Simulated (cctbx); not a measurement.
# Interatomic vectors of La3V5Sn

Space group P6_3/mcm (no. 193), a = 8.7560 Å, b = 8.7560 Å, c = 5.7550 Å, α = 90.00°, β = 90.00°, γ = 120.00°, content La6 Sn2 V10.

The data are simulated with cctbx, not measured: Ag Kα, λ = 0.56087 Å, to d = 0.77 Å, 50 % of the full sphere, strongest reflection 20000 counts, noise from counting, a 2 % proportional error and a noise floor of 4 counts (s.d.); no absorption, some extinction.

Patterson synthesis, origin scaled to 1000:

```text
Patterson group P 6/m m m
      u       v       w   height  length (A)
  0.000   0.000   0.000   1000.0     0.00
  0.254   0.627   0.000    245.2     4.78
  0.000   0.367   0.250    225.1     3.52
  0.333   0.667   0.500    224.6     5.82
  0.000   0.377   0.500    214.6     4.38
  0.000   0.000   0.500    188.4     2.88
  0.333   0.667   0.000    180.8     5.06
  0.000   0.246   0.500    126.3     3.59
  0.000   0.121   0.500     58.0     3.07
  0.123   0.379   0.000     55.8     2.93
  0.000   0.365   0.000     46.2     3.20
  0.000   0.175   0.500     13.5     3.26
  0.000   0.500   0.500     11.8     5.24
  0.246   0.492   0.000     11.0     3.73
```

**Question.** Which atom pairs make the peaks, and where is the heaviest atom?

A peak at u stands for all pairs with xi − xj = u, with weight Σ ZiZj against Σ Z² = 29784 at the origin. Peak heights follow these weights only roughly, since form factors, motion and series ripples differ, all vectors within 0.55 Å of a peak are counted as merged into it though the farther ones add only part of their weight, and F(000) is left out, which lowers the whole map:

| u | v | w | shortest length (Å) | height | 1000 ΣZiZj/ΣZ² | pairs in the cell |
| --- | --- | --- | --- | --- | --- | --- |
| 0.254 | 0.627 | 0.000 | 4.78 | 245 | 218 | 2 × La–La |
| 0.000 | 0.367 | 0.250 | 3.52 | 225 | 191 | 2 × La–Sn |
| 0.333 | 0.667 | 0.500 | 5.81 | 225 | 190 | 4 × Sn–V, 2 × V–V |
| 0.000 | 0.377 | 0.500 | 4.38 | 215 | 218 | 2 × La–La |
| 0.000 | 0.000 | 0.500 | 2.88 | 188 | 239 | 2 × Sn–Sn, 4 × V–V |
| 0.333 | 0.667 | 0.000 | 5.05 | 181 | 190 | 4 × Sn–V, 2 × V–V |
| 0.000 | 0.246 | 0.500 | 3.59 | 126 | 145 | 1 × La–La, 2 × V–V |
| 0.000 | 0.121 | 0.500 | 3.07 | 58 | 88 | 2 × La–V |
| 0.123 | 0.379 | 0.000 | 2.93 | 56 | 88 | 2 × La–V |
| 0.000 | 0.365 | 0.000 | 3.20 | 46 | 88 | 2 × La–V |

The table stops at ten peaks or at a height of 45, below which ripples compete. In the model behind the data La, the heaviest element, has 1 independent site: (0.6234, 0, 1/4), up to an allowed shift of origin; the La–La vectors are differences of these positions and their symmetry mates. Elements of similar Z can't be told apart from the map alone. The whole model:

```
atom  mult.       x    y    z  Ueq (Å²)
 La1      6  0.6234    0  1/4    0.0198
 Sn1      2       0    0    0    0.0195
  V1      4     2/3  1/3    0    0.0325
  V2      6  0.2604    0  1/4    0.0260
```

This is a model crystal, built by substitution and not relaxed, with assumed displacement parameters.

[Logs are printed without paths, hosts, clocks, repeated set-up lines and the standing remarks that a program may print on its own settings, such as how far it seeks lower states.]
